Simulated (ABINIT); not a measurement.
# Be3N2 (R3m): a self-consistent loop beyond G0W0, cycle by cycle

Wanted: G0W0 and self-consistent gaps of Be3N2 (R3m), with the cost of the cycles.

Method: LDA and many-body steps on it, plane waves, in ABINIT 10.8.3.

This is a report of a sequence of runs, with most program output left out.

## (1) The starting structure

It takes space group R3m (No. 160, trigonal). Conventional cell: a = 2.840 Å, b = 2.840 Å, c = 14.599 Å, α = 90.00°, β = 90.00°, γ = 120.00°. Nearest to Be lie 3 N at 1.65 Å. Nearest to Be lie 4 N at 1.66 to 1.84 Å. Nearest to Be lie 4 N at 1.68 to 1.78 Å. N has 5 Be at 1.65 to 1.68 Å nearest. Nearest to N lie 6 Be at 1.78 to 1.84 Å. Farther neighbours and most contacts between anions are not listed.

The cell and positions are those that the Materials Project relaxed with its own functionals (PBE, PBE+U or r2SCAN), kept fixed.

## (2) Empty states on the mesh, 6×6×6 mesh, 82 bands

This step: ABINIT 10.8.3; DFT, LDA, plane waves, norm-conserving pseudopotentials.

The sums over transitions need many empty states on a uniform mesh; this step solves for them.

Input file run.abi:

```
acell 3*1.0 Angstrom
rprim 
  1.419805055509 0.819724830995 4.866215662800
  -1.419805055509 0.819724830995 4.866215662800
  -0.000000000000 -1.639449661990 4.866215662800
ntypat 2
znucl 4 7
natom 5
typat 1 1 1 2 2
xred 
  0.859001080000 0.859001080000 0.859001080000
  0.317694560000 0.317694560000 0.317694560000
  0.088806770000 0.088806770000 0.088806770000
  0.204162680000 0.204162680000 0.204162680000
  0.708434910000 0.708434910000 0.708434910000
pp_dirpath "pseudos"
pseudos "Be.upf, N.upf"
ecut 38
ngkpt 6 6 6
nshiftk 1
shiftk 0 0 0
kptopt 1
chksymbreak 0
irdden 1
istwfk *1
nband 82
prtvol 0
optdriver 6
gwr_task "HDIAGO"
paral_kgb 0
occopt 1
indata_prefix "in"
outdata_prefix "out"
tmpdata_prefix "tmp"
```

Started as:

```sh
$ OMP_NUM_THREADS=1 mpirun -n 4 abinit run.abi > log
```

Run time: 2.3 min. Hardware: 4 MPI ranks of Arm Neoverse V1, shared host; peak memory 1.7 GiB.

This step gave:

```
gap                                                           : 2.731 eV
k of the valence top                                          : 0, 0, 0
k of the conduction bottom                                    : 0.5, 0.5, 0
least direct gap                                              : 3.792 eV
k points computed                                             : 32
lowest point of the top converged band, above the valence top : 73.7374 eV
```

On this mesh the gap is 2.731 eV.

The density comes from a self-consistent run that is not shown.

## (3) Screening, 6×6×6 mesh, 74 bands, screening to 130.6 eV

The RPA dielectric matrix is built and inverted for each q.

This step: RPA screening on LDA, plane waves, norm-conserving pseudopotentials.

run.abi, as its differences from that of step 2:

```diff
@@ -23,10 +23,11 @@
 chksymbreak 0
-irdden 1
 istwfk *1
-nband 82
-prtvol 0
-optdriver 6
-gwr_task "HDIAGO"
-paral_kgb 0
 occopt 1
+irdwfk 1
+optdriver 3
+nband 74
+ecuteps 4.8
+inclvkb 2
+awtr 1
+symchi 1
 indata_prefix "in"
```

Run time: 9.1 min. Hardware: 4 MPI ranks; peak memory 3 GiB.

This step gave:

- ε∞ with local fields, on this mesh, along the program's q direction: 4.529
- the same without local fields: 4.926
- plasma frequency: 29.88 eV
- plane waves in the screening matrix: 111

Local fields lower ε∞ by 8 %.

## (4) G0W0

The self-energy is evaluated for the states that the input lists, and the levels follow from it, in one-shot runs by the linearised quasiparticle equation.

This step: G0W0 on LDA, plane waves, norm-conserving pseudopotentials.

run.abi, as its differences from that of step 3:

```diff
@@ -26,8 +26,21 @@
 irdwfk 1
-optdriver 3
+optdriver 4
 nband 74
+gwcalctyp 0
+ecutsigx 38
+symsigma 1
+nkptgw 4
+kptgw 
+  0.0000000000 0.0000000000 0.0000000000
+  0.5000000000 0.5000000000 0.0000000000
+  0.5000000000 0.0000000000 0.0000000000
+  0.5000000000 0.5000000000 0.5000000000
+bdgw 
+  10 13
+  10 13
+  10 13
+  10 13
 ecuteps 4.8
-inclvkb 2
-awtr 1
-symchi 1
+irdscr 1
+ppmodel 1
 indata_prefix "in"
```

Elapsed: 27 s, on 4 MPI ranks; peak memory 2.3 GiB.

Numbers from this step:

- G0W0 gap on the mesh: 4.204 eV
- starting gap on the mesh: 2.731 eV
- k of the valence top: 0, 0, 0
- k of the conduction bottom: 0.5, 0.5, 0
- Z at the valence top: 0.807
- Z at the conduction bottom: 0.843
- least direct G0W0 gap on the computed points: 5.298 eV

The gap on the mesh goes from 2.73 eV to 4.20 eV, a correction of +1.47 eV.

## (5) evGW0, cycle 1

This step: evGW0 on LDA, plane waves, norm-conserving pseudopotentials.

run.abi, as its differences from that of step 4:

```diff
@@ -28,16 +28,72 @@
 nband 74
-gwcalctyp 0
+gwcalctyp 10
 ecutsigx 38
 symsigma 1
-nkptgw 4
+nkptgw 32
 kptgw 
   0.0000000000 0.0000000000 0.0000000000
+  0.1666666667 0.0000000000 0.0000000000
+  0.3333333333 0.0000000000 0.0000000000
+  0.5000000000 0.0000000000 0.0000000000
+  0.1666666667 0.1666666667 0.0000000000
+  0.3333333333 0.1666666667 0.0000000000
+  0.5000000000 0.1666666667 0.0000000000
+  -0.3333333333 0.1666666667 0.0000000000
+  -0.1666666667 0.1666666667 0.0000000000
+  0.3333333333 0.3333333333 0.0000000000
+  0.5000000000 0.3333333333 0.0000000000
+  -0.3333333333 0.3333333333 0.0000000000
   0.5000000000 0.5000000000 0.0000000000
-  0.5000000000 0.0000000000 0.0000000000
+  0.1666666667 0.1666666667 0.1666666667
+  0.3333333333 0.1666666667 0.1666666667
+  0.5000000000 0.1666666667 0.1666666667
+  -0.3333333333 0.1666666667 0.1666666667
+  -0.1666666667 0.1666666667 0.1666666667
+  0.3333333333 0.3333333333 0.1666666667
+  0.5000000000 0.3333333333 0.1666666667
+  -0.3333333333 0.3333333333 0.1666666667
+  -0.1666666667 0.3333333333 0.1666666667
+  0.5000000000 0.5000000000 0.1666666667
+  -0.3333333333 0.5000000000 0.1666666667
+  -0.1666666667 0.5000000000 0.1666666667
+  -0.3333333333 -0.3333333333 0.1666666667
+  0.3333333333 0.3333333333 0.3333333333
+  0.5000000000 0.3333333333 0.3333333333
+  -0.3333333333 0.3333333333 0.3333333333
+  0.5000000000 0.5000000000 0.3333333333
+  -0.3333333333 0.5000000000 0.3333333333
   0.5000000000 0.5000000000 0.5000000000
 bdgw 
-  10 13
-  10 13
-  10 13
-  10 13
+  6 15
+  6 15
+  6 15
+  6 15
+  6 15
+  6 15
+  6 15
+  6 15
+  6 15
+  6 15
+  6 15
+  6 15
+  6 15
+  6 15
+  6 15
+  6 15
+  6 15
+  6 15
+  6 15
+  6 15
+  6 15
+  6 15
+  6 15
+  6 15
+  6 15
+  6 15
+  6 15
+  6 15
+  6 15
+  6 15
+  6 15
+  6 15
 ecuteps 4.8
```

The job ended after 21 min (4 MPI ranks; peak memory 4.6 GiB).

Numbers from this step:

* quasiparticle gap on the mesh: 4.512 eV
* gap of the density functional on the mesh: 2.731 eV
* k of the valence top: 0, 0, 0
* k of the conduction bottom: 0.5, 0.5, 0
* Z at the valence top: 0.807
* Z at the conduction bottom: 0.843
* least direct quasiparticle gap on the computed points: 5.618 eV

Against G0W0 in ABINIT (6×6×6 mesh, 74 bands, screening to 130.6 eV, Godby-Needs plasmon pole), the gap moves by +0.308 eV. This first cycle still uses the starting levels; it takes the full correction, at all points of the mesh, and its linearised value is 4.204 eV.

## (6) evGW0, cycle 2

The corrected levels of the last cycle go back in.

run.abi, as its differences from that of step 5:

```diff
@@ -101,2 +101,3 @@
 ppmodel 1
+irdqps 1
 indata_prefix "in"
```

Elapsed: 21 min, on 4 MPI ranks; peak memory 4.6 GiB.

Numbers from this step:

* quasiparticle gap on the mesh: 4.418 eV
* gap of the density functional on the mesh: 2.731 eV
* k of the valence top: 0, 0, 0
* k of the conduction bottom: 0.5, 0.5, 0
* least direct quasiparticle gap on the computed points: 5.509 eV

Against the cycle before, the gap moves by −0.094 eV.

## (7) evGW0, cycle 3

run.abi is that of step 6.

Run time: 22 min. Hardware: 4 MPI ranks; peak memory 4.6 GiB.

This step gave:

```yaml
quasiparticle_gap_on_the_mesh: 4.417 eV
gap_of_the_density_functional_on_the_mesh: 2.731 eV
k_of_the_valence_top: 0, 0, 0
k_of_the_conduction_bottom: 0.5, 0.5, 0
least_direct_quasiparticle_gap_on_the_computed_points: 5.511 eV
```

Against the cycle before, the gap moves by −0.001 eV.

## (8) Screening, 6×6×6 mesh, 74 bands, screening to 130.6 eV

This step: RPA screening on LDA, plane waves, norm-conserving pseudopotentials.

Input file run.abi:

```
acell 3*1.0 Angstrom
rprim 
  1.419805055509 0.819724830995 4.866215662800
  -1.419805055509 0.819724830995 4.866215662800
  -0.000000000000 -1.639449661990 4.866215662800
ntypat 2
znucl 4 7
natom 5
typat 1 1 1 2 2
xred 
  0.859001080000 0.859001080000 0.859001080000
  0.317694560000 0.317694560000 0.317694560000
  0.088806770000 0.088806770000 0.088806770000
  0.204162680000 0.204162680000 0.204162680000
  0.708434910000 0.708434910000 0.708434910000
pp_dirpath "pseudos"
pseudos "Be.upf, N.upf"
ecut 38
ngkpt 6 6 6
nshiftk 1
shiftk 0 0 0
kptopt 1
chksymbreak 0
istwfk *1
occopt 1
irdwfk 1
optdriver 3
nband 74
ecuteps 4.8
inclvkb 2
awtr 1
symchi 1
gwcalctyp 10
mbpt_sciss 2.052 eV
nqptdm 1
qptdm 
  0 0 0
indata_prefix "in"
outdata_prefix "out"
tmpdata_prefix "tmp"
```

Elapsed: 12 s, on 4 MPI ranks; peak memory 3 GiB; 49 s of CPU time.

This step gave:

```
ε∞ with local fields, on this mesh, along the program's q direction : 3.953
the same without local fields                                       : 4.249
plasma frequency                                                    : 29.88 eV
plane waves in the screening matrix                                 : 111
```

This screening uses the functional's bands under a rigid shift, the mean opening of the cycle before.

## (9) Screening, 6×6×6 mesh, 74 bands, screening to 130.6 eV

This step: RPA screening on LDA from quasiparticle energies, plane waves, norm-conserving pseudopotentials.

run.abi, as its differences from that of step 8:

```diff
@@ -32,7 +32,37 @@
 symchi 1
+irdqps 1
 gwcalctyp 10
-mbpt_sciss 2.052 eV
-nqptdm 1
+nqptdm 31
 qptdm 
-  0 0 0
+  0.1666666667 0.0000000000 0.0000000000
+  0.3333333333 0.0000000000 0.0000000000
+  0.5000000000 0.0000000000 0.0000000000
+  0.1666666667 0.1666666667 0.0000000000
+  0.3333333333 0.1666666667 0.0000000000
+  0.5000000000 0.1666666667 0.0000000000
+  -0.3333333333 0.1666666667 0.0000000000
+  -0.1666666667 0.1666666667 0.0000000000
+  0.3333333333 0.3333333333 0.0000000000
+  0.5000000000 0.3333333333 0.0000000000
+  -0.3333333333 0.3333333333 0.0000000000
+  0.5000000000 0.5000000000 0.0000000000
+  0.1666666667 0.1666666667 0.1666666667
+  0.3333333333 0.1666666667 0.1666666667
+  0.5000000000 0.1666666667 0.1666666667
+  -0.3333333333 0.1666666667 0.1666666667
+  -0.1666666667 0.1666666667 0.1666666667
+  0.3333333333 0.3333333333 0.1666666667
+  0.5000000000 0.3333333333 0.1666666667
+  -0.3333333333 0.3333333333 0.1666666667
+  -0.1666666667 0.3333333333 0.1666666667
+  0.5000000000 0.5000000000 0.1666666667
+  -0.3333333333 0.5000000000 0.1666666667
+  -0.1666666667 0.5000000000 0.1666666667
+  -0.3333333333 -0.3333333333 0.1666666667
+  0.3333333333 0.3333333333 0.3333333333
+  0.5000000000 0.3333333333 0.3333333333
+  -0.3333333333 0.3333333333 0.3333333333
+  0.5000000000 0.5000000000 0.3333333333
+  -0.3333333333 0.5000000000 0.3333333333
+  0.5000000000 0.5000000000 0.5000000000
 indata_prefix "in"
```

Input file mrgscr.stdin:

```
2
merged
q0_SCR
out_SCR
1
```

Started as:

```sh
$ OMP_NUM_THREADS=1 mpirun -n 4 abinit run.abi > log; mrgscr < mrgscr.stdin
```

It took 9.6 min on 4 MPI ranks; peak memory 3 GiB; 38 min of CPU time.

Numbers from this step:

```yaml
plasma_frequency: 29.88 eV
plane_waves_in_the_screening_matrix: 111
```

This screening reads the quasiparticle levels of the cycle before.

## (10) evGW, cycle 1

This step: evGW on LDA, plane waves, norm-conserving pseudopotentials.

run.abi, as its differences from that of step 9:

```diff
@@ -26,12 +26,10 @@
 irdwfk 1
-optdriver 3
+optdriver 4
 nband 74
-ecuteps 4.8
-inclvkb 2
-awtr 1
-symchi 1
-irdqps 1
 gwcalctyp 10
-nqptdm 31
-qptdm 
+ecutsigx 38
+symsigma 1
+nkptgw 32
+kptgw 
+  0.0000000000 0.0000000000 0.0000000000
   0.1666666667 0.0000000000 0.0000000000
@@ -67,2 +65,39 @@
   0.5000000000 0.5000000000 0.5000000000
+bdgw 
+  6 15
+  6 15
+  6 15
+  6 15
+  6 15
+  6 15
+  6 15
+  6 15
+  6 15
+  6 15
+  6 15
+  6 15
+  6 15
+  6 15
+  6 15
+  6 15
+  6 15
+  6 15
+  6 15
+  6 15
+  6 15
+  6 15
+  6 15
+  6 15
+  6 15
+  6 15
+  6 15
+  6 15
+  6 15
+  6 15
+  6 15
+  6 15
+ecuteps 4.8
+irdscr 1
+ppmodel 1
+irdqps 1
 indata_prefix "in"
```

Started as:

```sh
$ OMP_NUM_THREADS=1 mpirun -n 4 abinit run.abi > log
```

The job ended after 22 min (4 MPI ranks; peak memory 4.6 GiB).

Numbers from this step:

| Quantity | Value |
| --- | --- |
| quasiparticle gap on the mesh | 4.721 eV |
| gap of the density functional on the mesh | 2.731 eV |
| k of the valence top | 0, 0, 0 |
| k of the conduction bottom | 0.5, 0.5, 0 |
| least direct quasiparticle gap on the computed points | 5.82 eV |

Against G0W0 in ABINIT (6×6×6 mesh, 74 bands, screening to 130.6 eV, Godby-Needs plasmon pole), the gap moves by +0.517 eV.

## (11) Screening, 6×6×6 mesh, 74 bands, screening to 130.6 eV

This step: RPA screening on LDA, plane waves, norm-conserving pseudopotentials.

Input file run.abi:

```
acell 3*1.0 Angstrom
rprim 
  1.419805055509 0.819724830995 4.866215662800
  -1.419805055509 0.819724830995 4.866215662800
  -0.000000000000 -1.639449661990 4.866215662800
ntypat 2
znucl 4 7
natom 5
typat 1 1 1 2 2
xred 
  0.859001080000 0.859001080000 0.859001080000
  0.317694560000 0.317694560000 0.317694560000
  0.088806770000 0.088806770000 0.088806770000
  0.204162680000 0.204162680000 0.204162680000
  0.708434910000 0.708434910000 0.708434910000
pp_dirpath "pseudos"
pseudos "Be.upf, N.upf"
ecut 38
ngkpt 6 6 6
nshiftk 1
shiftk 0 0 0
kptopt 1
chksymbreak 0
istwfk *1
occopt 1
irdwfk 1
optdriver 3
nband 74
ecuteps 4.8
inclvkb 2
awtr 1
symchi 1
gwcalctyp 10
mbpt_sciss 2.396 eV
nqptdm 1
qptdm 
  0 0 0
indata_prefix "in"
outdata_prefix "out"
tmpdata_prefix "tmp"
```

Elapsed: 12 s, on 4 MPI ranks; peak memory 2.4 GiB.

Numbers from this step:

- ε∞ with local fields, on this mesh, along the program's q direction: 3.876
- the same without local fields: 4.159
- plasma frequency: 29.88 eV
- plane waves in the screening matrix: 111

This screening uses the functional's bands under a rigid shift, the mean opening of the cycle before.

## (12) Screening, 6×6×6 mesh, 74 bands, screening to 130.6 eV

This step: RPA screening on LDA from quasiparticle energies, plane waves, norm-conserving pseudopotentials.

run.abi, as its differences from that of step 11:

```diff
@@ -32,7 +32,37 @@
 symchi 1
+irdqps 1
 gwcalctyp 10
-mbpt_sciss 2.396 eV
-nqptdm 1
+nqptdm 31
 qptdm 
-  0 0 0
+  0.1666666667 0.0000000000 0.0000000000
+  0.3333333333 0.0000000000 0.0000000000
+  0.5000000000 0.0000000000 0.0000000000
+  0.1666666667 0.1666666667 0.0000000000
+  0.3333333333 0.1666666667 0.0000000000
+  0.5000000000 0.1666666667 0.0000000000
+  -0.3333333333 0.1666666667 0.0000000000
+  -0.1666666667 0.1666666667 0.0000000000
+  0.3333333333 0.3333333333 0.0000000000
+  0.5000000000 0.3333333333 0.0000000000
+  -0.3333333333 0.3333333333 0.0000000000
+  0.5000000000 0.5000000000 0.0000000000
+  0.1666666667 0.1666666667 0.1666666667
+  0.3333333333 0.1666666667 0.1666666667
+  0.5000000000 0.1666666667 0.1666666667
+  -0.3333333333 0.1666666667 0.1666666667
+  -0.1666666667 0.1666666667 0.1666666667
+  0.3333333333 0.3333333333 0.1666666667
+  0.5000000000 0.3333333333 0.1666666667
+  -0.3333333333 0.3333333333 0.1666666667
+  -0.1666666667 0.3333333333 0.1666666667
+  0.5000000000 0.5000000000 0.1666666667
+  -0.3333333333 0.5000000000 0.1666666667
+  -0.1666666667 0.5000000000 0.1666666667
+  -0.3333333333 -0.3333333333 0.1666666667
+  0.3333333333 0.3333333333 0.3333333333
+  0.5000000000 0.3333333333 0.3333333333
+  -0.3333333333 0.3333333333 0.3333333333
+  0.5000000000 0.5000000000 0.3333333333
+  -0.3333333333 0.5000000000 0.3333333333
+  0.5000000000 0.5000000000 0.5000000000
 indata_prefix "in"
```

mrgscr.stdin is that of step 9.

Started as:

```sh
$ OMP_NUM_THREADS=1 mpirun -n 4 abinit run.abi > log; mrgscr < mrgscr.stdin
```

Wall time 9.4 min (4 MPI ranks); peak memory 3 GiB; 37 min of CPU time.

This step gave:

- plasma frequency: 29.88 eV
- plane waves in the screening matrix: 111

This screening reads the quasiparticle levels of the cycle before.

## (13) evGW, cycle 2

This step: evGW on LDA, plane waves, norm-conserving pseudopotentials.

run.abi, as its differences from that of step 12:

```diff
@@ -26,12 +26,10 @@
 irdwfk 1
-optdriver 3
+optdriver 4
 nband 74
-ecuteps 4.8
-inclvkb 2
-awtr 1
-symchi 1
-irdqps 1
 gwcalctyp 10
-nqptdm 31
-qptdm 
+ecutsigx 38
+symsigma 1
+nkptgw 32
+kptgw 
+  0.0000000000 0.0000000000 0.0000000000
   0.1666666667 0.0000000000 0.0000000000
@@ -67,2 +65,39 @@
   0.5000000000 0.5000000000 0.5000000000
+bdgw 
+  6 15
+  6 15
+  6 15
+  6 15
+  6 15
+  6 15
+  6 15
+  6 15
+  6 15
+  6 15
+  6 15
+  6 15
+  6 15
+  6 15
+  6 15
+  6 15
+  6 15
+  6 15
+  6 15
+  6 15
+  6 15
+  6 15
+  6 15
+  6 15
+  6 15
+  6 15
+  6 15
+  6 15
+  6 15
+  6 15
+  6 15
+  6 15
+ecuteps 4.8
+irdscr 1
+ppmodel 1
+irdqps 1
 indata_prefix "in"
```

Started as:

```sh
$ OMP_NUM_THREADS=1 mpirun -n 4 abinit run.abi > log
```

Run time: 22 min. Hardware: 4 MPI ranks; peak memory 4.6 GiB; 87 min of CPU time.

This step gave:

```
quasiparticle gap on the mesh                         : 4.749 eV
gap of the density functional on the mesh             : 2.731 eV
k of the valence top                                  : 0, 0, 0
k of the conduction bottom                            : 0.5, 0.5, 0
least direct quasiparticle gap on the computed points : 5.847 eV
```

Against the cycle before, the gap moves by +0.028 eV.

(Part 1 of 2 ends here.)

[Paths, hosts, dates, memory and timing lines, banners, echoed tables and standing remarks are left out of the program output.]

[Logs are printed without paths, hosts, clocks, repeated set-up lines and the standing remarks that a program may print on its own settings, such as how far it seeks lower states.]

[Runs of the session that timed out or met a known fault of the program may be left out.]

[Hosts, paths, dates, database ids (printed as entryN), source tags and the programs' standing remarks are cut or masked in the printed files.]

[G0W0 gaps are taken among the corrected bands and points alone; a level outside them can change the order at an edge.]

[Where Ansatz stands beside ABINIT at settings called matched, ABINIT's density can come from a denser mesh and the files from another edition; pairs whose starting gaps differed by over 0.03 eV were left out, so agreement reads better than it is.]
